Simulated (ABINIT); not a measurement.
# A GW chain in ABINIT: CsGeCl3 (R3m)

Wanted: ground state, empty states, screening and self-energy for CsGeCl3 (R3m).

Program: ABINIT 10.8.3. Level of theory: LDA and many-body steps on it, plane waves. Results are calculated unless marked as measured.

## (1) Set-up

The structure is trigonal, space group R3m (No. 160). The conventional cell has a = 7.694 Å, b = 7.694 Å, c = 9.535 Å, α = 90.00°, β = 90.00°, γ = 120.00°. Nearest to Cs lie 12 Cl at 3.86 to 3.90 Å. Nearest to Ge lie 3 Cl at 2.37 Å. Cl has 2 Ge at 2.37 to 3.10 Å and 4 Cs at 3.86 to 3.90 Å nearest. Farther neighbours and most contacts between anions are not listed.

The cell and positions are those that the Materials Project relaxed with its own functionals (PBE, PBE+U or r2SCAN), kept fixed. Spin-orbit coupling is left out unless a step names it.

## (2) Ground state

This step: ABINIT 10.8.3; DFT, LDA, plane waves, norm-conserving pseudopotentials.

The ground-state density comes first.

File run.abi:

```
acell 3*1.0 Angstrom
rprim 
  3.846816390705 2.220960478697 3.178300533600
  -3.846816390705 2.220960478697 3.178300533600
  0.000000000000 -4.441920957394 3.178300533600
ntypat 3
znucl 55 32 17
natom 5
typat 1 2 3 3 3
xred 
  0.998403350000 0.998403350000 0.998403350000
  0.515533150000 0.515533150000 0.515533150000
  0.496712670000 0.496712670000 0.948638170000
  0.496712670000 0.948638170000 0.496712670000
  0.948638170000 0.496712670000 0.496712670000
pp_dirpath "pseudos"
pseudos "Cs.upf, Ge.upf, Cl.upf"
ecut 56
ngkpt 4 4 4
nshiftk 1
shiftk 0 0 0
kptopt 1
chksymbreak 0
nband 32
occopt 1
tolvrs 1e-10
nstep 60
prtwf 0
optforces 0
optstress 0
indata_prefix "in"
outdata_prefix "out"
tmpdata_prefix "tmp"
```

Run with:

```sh
$ OMP_NUM_THREADS=1 mpirun -n 8 abinit run.abi > log
```

Numbers of over 12 decimals in the logs are rounded to 6 here.

Output:

```text
.Version 10.8.3 of ABINIT. v10.8.2 released Aug 2026.

 Symmetries : space group R3 m (#160); Bravais hR (rhombohedral)
================================================================================
 Values of the parameters that define the memory need of the present run
     intxc =       0    ionmov =       0      iscf =       7    lmnmax =       8
     lnmax =       8     mgfft =      72  mpssoang =       4    mqgrid =    3477
     natom =       5  nloc_mem =       1    nspden =       1   nspinor =       1
    nsppol =       1      nsym =       6    n1xccc =    2501    ntypat =       3
    occopt =       1   xclevel =       1
-    mband =          32        mffmem =           1         mkmem =           2
       mpw =       22022          nfft =      373248          nkpt =          13
================================================================================
  Rough estimation (10% accuracy) of disk space for files :
================================================================================

--------------------------------------------------------------------------------
------------- Echo of variables that govern the present computation ------------
--------------------------------------------------------------------------------
 -outvars: echo values of preprocessed input variables --------
            acell      1.8897261259E+00  1.8897261259E+00  1.8897261259E+00 Bohr

      chksymbreak           0
             ecut      5.60000000E+01 Hartree
-          fftalg         312

              ixc       -1012
              kpt      0.00000000E+00  0.00000000E+00  0.00000000E+00
                       2.50000000E-01  0.00000000E+00  0.00000000E+00
                       5.00000000E-01  0.00000000E+00  0.00000000E+00
                       2.50000000E-01  2.50000000E-01  0.00000000E+00
                       5.00000000E-01  2.50000000E-01  0.00000000E+00
                      -2.50000000E-01  2.50000000E-01  0.00000000E+00
                       5.00000000E-01  5.00000000E-01  0.00000000E+00
                       2.50000000E-01  2.50000000E-01  2.50000000E-01
                       5.00000000E-01  2.50000000E-01  2.50000000E-01
                      -2.50000000E-01  2.50000000E-01  2.50000000E-01
                       5.00000000E-01  5.00000000E-01  2.50000000E-01
[...]
kptrlatt        4    0    0      0    4    0      0    0    4
          kptrlen      4.12859144E+01
P           mkmem           2
            natom           5
            nband          32
            ngfft          72      72      72
             nkpt          13
            nstep          60
             nsym           6
           ntypat           3
              occ      2.000000  2.000000  2.000000  2.000000  2.000000  2.000000
                       2.000000  2.000000  2.000000  2.000000  2.000000  2.000000
                       2.000000  2.000000  2.000000  2.000000  2.000000  2.000000
                       2.000000  2.000000  2.000000  2.000000  2.000000  2.000000
                       2.000000  2.000000  0.000000  0.000000  0.000000  0.000000
                       0.000000  0.000000
        optforces           0
        optstress           0
            prtwf           0
            rprim      3.8468163907E+00  2.2209604787E+00  3.1783005336E+00
[...]
spgroup         160

           tolvrs      1.00000000E-10

             xred      9.9840335000E-01  9.9840335000E-01  9.9840335000E-01
[...]
znucl       55.00000   32.00000   17.00000

================================================================================

 chkinp: Checking input parameters for consistency.

================================================================================
== DATASET  1 ==================================================================
-   mpi_nproc: 8, omp_nthreads: 1 (-1 if OMP is not activated)
-    --> not optimal distribution: autoparal keyword recommended in input file <--

--- !DatasetInfo
iteration_state: {dtset: 1, }
dimensions: {natom: 5, nkpt: 13, mband: 32, nsppol: 1, nspinor: 1, nspden: 1, mpw: 22022, }
cutoff_energies: {ecut:  56.0, pawecutdg:  -1.0, }
electrons: {nelect:   5.20000000E+01, charge:   0.00000000E+00, occopt:   1.00000000E+00, tsmear:   1.00000000E-02, }

 Real(R)+Recip(G) space primitive vectors, cartesian coordinates (Bohr,Bohr^-1):
 R(1)=  7.2694294  4.1970070  6.0061176  G(1)=  0.0687812  0.0397108  0.0554990
 R(2)= -7.2694294  4.1970070  6.0061176  G(2)= -0.0687812  0.0397108  0.0554990
 R(3)=  0.0000000 -8.3940141  6.0061176  G(3)=  0.0000000 -0.0794217  0.0554990
 Unit cell volume ucvol=  1.0994743E+03 bohr^3
 Angles (23,13,12)=  8.95462282E+01  8.95462282E+01  8.95462282E+01 degrees

 getcut: wavevector=  0.0000  0.0000  0.0000  ngfft=  72  72  72
         ecut(hartree)=     56.000   => boxcut(ratio)=   2.07090

--- Pseudopotential description ------------------------------------------------
- Cs Generated using ONCVPSP code by D. R. Hamann
- 55.00000   9.00000  201201                  znucl, zion, pspdat
12 -1012 3 -1 2328                            pspcod,pspxc,lmax,lloc,mmax
     nproj     2     2     2     2
  pspatm : epsatm=   21.68725381
         --- l  ekb(1:nproj) -->
[...]
pspatm: atomic psp has been read  and splines computed

- Ge Generated using ONCVPSP code by D. R. Hamann
- 32.00000  22.00000  201201                  znucl, zion, pspdat
12 -1012 2 -1 1524                            pspcod,pspxc,lmax,lloc,mmax
     nproj     2     2     2     0
  pspatm : epsatm=   22.63792625
         --- l  ekb(1:nproj) -->
[...]
pspatm: atomic psp has been read  and splines computed

- Cl Generated using ONCVPSP code by D. R. Hamann
- 17.00000   7.00000  180309                  znucl, zion, pspdat
12 -1012 2 -1 1016                            pspcod,pspxc,lmax,lloc,mmax
     nproj     2     2     2     0
  pspatm : epsatm=    8.88507506
         --- l  ekb(1:nproj) -->
[...]
pspatm: atomic psp has been read  and splines computed

   3.69098107E+03                                ecore*ucvol(ha*bohr**3)
--------------------------------------------------------------------------------

_setup2: Arith. and geom. avg. npw (full set) are   22005.797   22005.792

================================================================================

--- !BeginCycle
iteration_state: {dtset: 1, }
solver: {iscf: 7, nstep: 60, nline: 4, wfoptalg: 0, }
tolerances: {tolvrs: 1.00E-10, }

     iter   Etot(hartree)      deltaE(h)  residm     vres2
 ETOT  1  -346.58757703577    -3.466E+02 7.487E-01 1.296E+04
 ETOT  2  -350.05068106251    -3.463E+00 7.253E-02 2.125E+04
 ETOT  3  -352.09636133415    -2.046E+00 2.292E-02 2.404E+03
 ETOT  4  -352.19794956111    -1.016E-01 1.144E-02 1.559E+03
 ETOT  5  -352.28680674604    -8.886E-02 1.210E-03 5.763E+02
 ETOT  6  -352.31205484195    -2.525E-02 2.829E-03 2.739E+02
 ETOT  7  -352.33135855306    -1.930E-02 2.152E-03 2.933E+01
 ETOT  8  -352.33343579133    -2.077E-03 1.104E-03 1.773E+00
 ETOT  9  -352.33356807167    -1.323E-04 2.420E-04 4.910E-02
 ETOT 10  -352.33357261829    -4.547E-06 1.342E-04 1.193E-04
 ETOT 11  -352.33357264590    -2.761E-08 4.881E-05 1.355E-05
 ETOT 12  -352.33357264746    -1.556E-09 7.703E-05 1.283E-06
 ETOT 13  -352.33357264757    -1.106E-10 2.707E-05 3.106E-07
 ETOT 14  -352.33357264754     3.121E-11 4.123E-05 3.429E-08
 ETOT 15  -352.33357264755    -1.467E-11 1.462E-05 1.171E-09
 ETOT 16  -352.33357264756    -1.262E-11 2.139E-05 6.867E-11

 At SCF step   16       vres2   =  6.87E-11 < tolvrs=  1.00E-10 =>converged.

--- !ResultsGS
iteration_state: {dtset: 1, }
comment   : Summary of ground state results
lattice_vectors:
- [  7.2694294,   4.1970070,   6.0061176, ]
- [ -7.2694294,   4.1970070,   6.0061176, ]
- [  0.0000000,  -8.3940141,   6.0061176, ]
lattice_lengths: [  10.32148,   10.32148,   10.32148, ]
lattice_angles: [ 89.546,  89.546,  89.546, ] # degrees, (23, 13, 12)
lattice_volume:   1.0994743E+03
convergence: {deltae: -1.262E-11, res2:  6.867E-11, residm:  2.139E-05, diffor:  0.000E+00, }
etotal    :  -3.52333573E+02
entropy   :   0.00000000E+00
fermie    :   7.19808040E-02
cartesian_stress_tensor: null
pressure_GPa: null
xred      :
- [  9.9840E-01,   9.9840E-01,   9.9840E-01, Cs]
- [  5.1553E-01,   5.1553E-01,   5.1553E-01, Ge]
- [  4.9671E-01,   4.9671E-01,   9.4864E-01, Cl]
- [  4.9671E-01,   9.4864E-01,   4.9671E-01, Cl]
- [  9.4864E-01,   4.9671E-01,   4.9671E-01, Cl]
cartesian_forces: null
force_length_stats: {min: null, max: null, mean: null, }

 Integrated electronic density in atomic spheres:
 ------------------------------------------------
 Atom  Sphere_radius  Integrated_density
[...]
================================================================================

 ----iterations are completed or convergence reached----

 Mean square residual over all n,k,spin=   12.381E-08; max=  21.385E-06
 reduced coordinates (array xred) for    5 atoms
       0.998403350000      0.998403350000      0.998403350000
       0.515533150000      0.515533150000      0.515533150000
       0.496712670000      0.496712670000      0.948638170000
       0.496712670000      0.948638170000      0.496712670000
       0.948638170000      0.496712670000      0.496712670000
 rms dE/dt=  0.0000E+00; max dE/dt=  0.0000E+00; dE/dt below (all hartree)
    1       0.000000000000      0.000000000000      0.000000000000
    2       0.000000000000      0.000000000000      0.000000000000
    3       0.000000000000      0.000000000000      0.000000000000
    4       0.000000000000      0.000000000000      0.000000000000
    5       0.000000000000      0.000000000000      0.000000000000

 cartesian coordinates (angstrom) at end:
    1      0.000000     0.000000     9.519678
    2     -0.000000     0.000000     4.915558
    3     -0.000000    -2.007417     6.172461
    4     -1.738474     1.003709     6.172461
    5      1.738474     1.003709     6.172461
 length scales=  1.889726125908  1.889726125908  1.889726125908 bohr
              =  1.000000000000  1.000000000000  1.000000000000 angstroms
 prteigrs : about to open file out_EIG
 Fermi (or HOMO) energy (hartree) =   0.07198   Average Vxc (hartree)=  -0.31317
 Eigenvalues (hartree) for nkpt=  13  k points:
 kpt#   1, nband= 32, wtk=  0.01563, kpt=  0.0000  0.0000  0.0000 (reduced coord)
  -5.91010   -3.98668   -3.98668   -3.98531   -0.83432   -0.83432   -0.83292   -0.83292
  -0.83209   -0.70671   -0.49768   -0.46637   -0.46637   -0.22011   -0.21994   -0.21994
  -0.19166   -0.11039   -0.11039   -0.07877   -0.02980   -0.02980   -0.02316   -0.01935
  -0.01935   -0.01249    0.19037    0.22266    0.22266    0.24897    0.25604    0.25604
 prteigrs : prtvol=0 or 1, do not print more k-points.

--- !EnergyTerms
iteration_state     : {dtset: 1, }
comment             : Components of total free energy in Hartree
kinetic             :  1.55265084471928E+02
hartree             :  1.71757397259519E+02
xc                  : -4.72943808514302E+01
Ewald energy        : -1.32965180889418E+02
psp_core            :  3.35704154996994E+00
local_psp           : -4.40977509055586E+02
non_local_psp       : -6.14760251325445E+01
total_energy        : -3.52333572647563E+02
total_energy_eV     : -9.58748493273925E+03
band_energy         : -5.08413946303592E+01

== END DATASET(S) ==============================================================
================================================================================

 -outvars: echo values of variables after computation  --------
           etotal     -3.5233357265E+02
            nband          32
             nkpt          13
          spgroup         160
 [... the other variables as echoed above ...]

 Calculation completed.
```

Run time: 90 s. Hardware: 8 MPI ranks of Arm Neoverse V2, shared host; peak memory 1.3 GiB; 12 min of CPU time.

This step gave:

```yaml
total_energy: -9587.4849 eV
gap: 1.977 eV
k_of_the_valence_top: 0.5, 0.5, 0.5
k_of_the_conduction_bottom: 0.5, 0.5, 0.5
least_direct_gap: 1.977 eV
```

The gap is direct, at (0.500, 0.500, 0.500).

[end of part 1 of 3]

[Paths, hosts, dates, memory and timing lines, banners, echoed tables and standing remarks are left out of the program output.]

[Logs are printed without paths, hosts, clocks, repeated set-up lines and the standing remarks that a program may print on its own settings, such as how far it seeks lower states.]

[Runs of the session that timed out or met a known fault of the program may be left out.]

[Hosts, paths, dates, database ids (printed as entryN), source tags and the programs' standing remarks are cut or masked in the printed files.]

[G0W0 gaps are taken among the corrected bands and points alone; a level outside them can change the order at an edge.]

[Where Ansatz stands beside ABINIT at settings called matched, ABINIT's density can come from a denser mesh and the files from another edition; pairs whose starting gaps differed by over 0.03 eV were left out, so agreement reads better than it is.]
